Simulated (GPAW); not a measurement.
# The basis that the transmission of a Ag chain with one Zn atom in line needs, part 2 of 2

Wanted: the zero-bias transmission of a Ag chain with one Zn atom in line on a ladder of levels, with run times.

GPAW 26.7.0; GPAW LCAO, PAW setups; Landauer transmission from Green's functions with principal layers (ASE), zero bias.

So far, transmission at the Fermi level (one spin): step 2 (GPAW, dzp, PBE, GPAW) 0.982; step 3 (basis szp(dzp), PBE, GPAW) 0.983; step 4 (basis sz(dzp), PBE, GPAW) 0.982; step 5 (LDA) 0.979.

### Step 8. Grid spacing 0.22: h = 0.22 (continued)

Not self-consistent under bias; the bias window is split evenly. Table of current through one cell, from the zero-bias transmission by bias:

```
bias (V)  current through one cell, from the zero-bias transmission (μA)
   0.100                                                            7.60
   0.200                                                            15.2
   0.500                                                            38.0
   1.000                                                            75.7
   1.500                                                             113
   2.000                                                             149
```

Transmission of the three most open eigenchannels against energy, zero at the Fermi level:

```
energy (eV)  channel 1  channel 2  channel 3
      -2.00      0.494    0.00389    0.00389
      -1.90      0.188    0.00176    0.00176
      -1.80     0.0528     2.6e-4     2.6e-4
      -1.70     0.0101     1.7e-8    1.1e-12
      -1.55     1.8e-8    1.1e-12    1.1e-12
      -1.45     1.8e-8    1.1e-12    1.1e-12
      -1.35     1.9e-8    1.1e-12    1.1e-12
      -1.25     1.9e-8    1.0e-12    1.0e-12
      -1.15     1.6e-8    7.0e-11    1.0e-12
      -1.05      0.984     2.8e-6    6.4e-12
      -0.90      0.877     1.0e-8    1.0e-12
      -0.80      0.887     1.3e-8    1.0e-12
      -0.70      0.903     1.4e-8          0
      -0.60      0.920     1.5e-8          0
      -0.50      0.937     1.5e-8          0
      -0.40      0.951     1.6e-8          0
      -0.25      0.967     1.6e-8          0
      -0.15      0.974     1.6e-8          0
      -0.05      0.980     1.6e-8          0
       0.00      0.982     1.6e-8          0
       0.05      0.983     1.6e-8          0
       0.15      0.986     1.7e-8          0
       0.25      0.989     1.7e-8          0
       0.40      0.992     1.7e-8          0
       0.50      0.995     1.7e-8          0
       0.60      0.996     1.7e-8          0
       0.70      0.998     1.7e-8          0
       0.80      0.999     1.7e-8          0
       0.90      0.999     1.7e-8          0
       1.05      0.998     1.7e-8          0
       1.15      0.996     1.7e-8          0
       1.25      0.994     1.7e-8          0
       1.35      0.991     1.7e-8          0
       1.45      0.988     1.7e-8          0
       1.55      0.984     1.7e-8          0
       1.70      0.977     1.7e-8          0
       1.80      0.972     1.7e-8          0
       1.90      0.966     1.7e-8          0
       2.00      0.959     1.6e-8          0
```

The conductance equals that of the dzp run to 0.2 %.

### Step 9. SCF mesh 1×1×1

The SCF mesh sets the Fermi level of the repeated cell.

The input, run.py:

```python
import json
import numpy as np
from ase import Atoms
from ase.transport.calculators import TransportCalculator
from gpaw import GPAW, FermiDirac
from gpaw.lcao.tools import get_lcao_hamiltonian
from scipy.linalg import eigh

# The junction with lead layers at both ends, along the third cell vector
device = Atoms(
    ['Ag', 'Ag', 'Ag', 'Ag', 'Ag', 'Ag', 'Zn', 'Ag', 'Ag', 'Ag', 'Ag', 'Ag', 'Ag'],
    positions=[
        [4.50000, 4.50000, 1.33000],
        [4.50000, 4.50000, 3.99000],
        [4.50000, 4.50000, 6.65000],
        [4.50000, 4.50000, 9.31000],
        [4.50000, 4.50000, 11.97000],
        [4.50000, 4.50000, 14.63000],
        [4.50000, 4.50000, 17.23480],
        [4.50000, 4.50000, 19.83960],
        [4.50000, 4.50000, 22.49960],
        [4.50000, 4.50000, 25.15960],
        [4.50000, 4.50000, 27.81960],
        [4.50000, 4.50000, 30.47960],
        [4.50000, 4.50000, 33.13960]],
    cell=[[9.0, 0.0, 0.0], [0.0, 9.0, 0.0], [0.0, 0.0, 34.4696]],
    pbc=True)

# One principal layer of the lead: the first 4 atoms of the device
lead = Atoms(
    ['Ag', 'Ag', 'Ag', 'Ag'],
    positions=[
        [4.50000, 4.50000, 1.33000],
        [4.50000, 4.50000, 3.99000],
        [4.50000, 4.50000, 6.65000],
        [4.50000, 4.50000, 9.31000]],
    cell=[[9.0, 0.0, 0.0], [0.0, 9.0, 0.0], [0.0, 0.0, 10.64]],
    pbc=True)

settings = dict(mode='lcao', basis='dzp', xc='PBE', h=0.2,
                occupations=FermiDirac(0.1), maxiter=250,
                mixer=dict(beta=0.1, nmaxold=8, weight=100.0),
                convergence=dict(density=0.0001))
energies = np.arange(-2, 2 + 1e-9, 0.05)
eta = 0.0001
n1, n2 = 1, 1
# k and -k transmit alike, so half of the mesh across the current serves
mesh = [(i, j) for i in range(n1) for j in range(n2) if (i, j) <= (-i % n1, -j % n2)]
weights = np.array([1 if (i, j) == (-i % n1, -j % n2) else 2 for i, j in mesh]) / (n1 * n2)

# [... helper functions left out ...]
fermi_lead = ground_state(lead, (1, 1, 11), 'lead.txt')
fermi_device = ground_state(device, (1, 1, 1), 'device.txt')
# [... loop over the mesh left out, but for ...]
        # Shift the lead onto the potential of the device's first layer
        shift = ((H[:, 0, 0] - H0[:, 0, 0]) / S0[0, 0]).real.mean()
# [...]
kT = 8.617333e-5 * 200
bias = [0.1, 0.2, 0.5, 1.0, 1.5, 2.0]
# [... integrals and printing left out ...]
```

Run with:

```sh
> OMP_NUM_THREADS=1 OPENBLAS_NUM_THREADS=1 python run.py
```

It took 58 s on 1 thread of Arm Neoverse V2, shared host; peak memory 1.3 GiB.

The run finished with changed settings (scf_mesh = [1, 1, 1]); it serves as a test.

The two runs compared:

```
                                        quantity   this run   sound run  difference
                                conductance (G₀)    0.98202     0.98144      5.8e-4
largest misfit of the first principal layer (eV)   0.039813    0.045830    -0.00602
                 shift that aligns the lead (eV)  -0.041491  -0.0026376     -0.0389
      transmission at the Fermi level (one spin)    0.98208     0.98151      5.7e-4
```

One result that differs is the shift that aligns the lead, -0.0415 eV against -0.00264 eV.

### Step 10. Results

- conductance: 0.981 G₀
- transmission at the Fermi level, mean of the spins: 0.982
- thermopower: about 0 (under 1.5 μV/K)

**Reading.** In the dzp basis the junction conducts 0.981 G₀ at 200 K, with T = 0.982 a spin at the Fermi level; the sz basis reaches that conductance within 10 %. At the Fermi level one eigenchannel carries the current (0.98). Measured against the first run (dzp), the nearest curve is that of szp (r.m.s. 0.0069) and the farthest that of dzp-LDA (0.12). Over the compared runs wall time goes from 34 s (sz) to 67 s (dzp), on a shared host. The geometry was built from estimated bond lengths and not relaxed, so the numbers describe this model structure. An evenly spaced straight chain is an idealisation: free chains tend to dimerise, zigzag or, where a band edge lies near the Fermi level, turn magnetic. The currents use the zero-bias T(E) throughout, which holds only while the bias is small against the distance to the nearest feature. The energy step is wider than the thermal energy, so the conductance and thermopower rest on interpolation of T(E).

[Logs are printed without paths, hosts, clocks, repeated set-up lines and the standing remarks that a program may print on its own settings, such as how far it seeks lower states.]

[Hosts, paths, dates, database ids (printed as entryN), source tags and the programs' standing remarks are cut or masked in the printed files.]
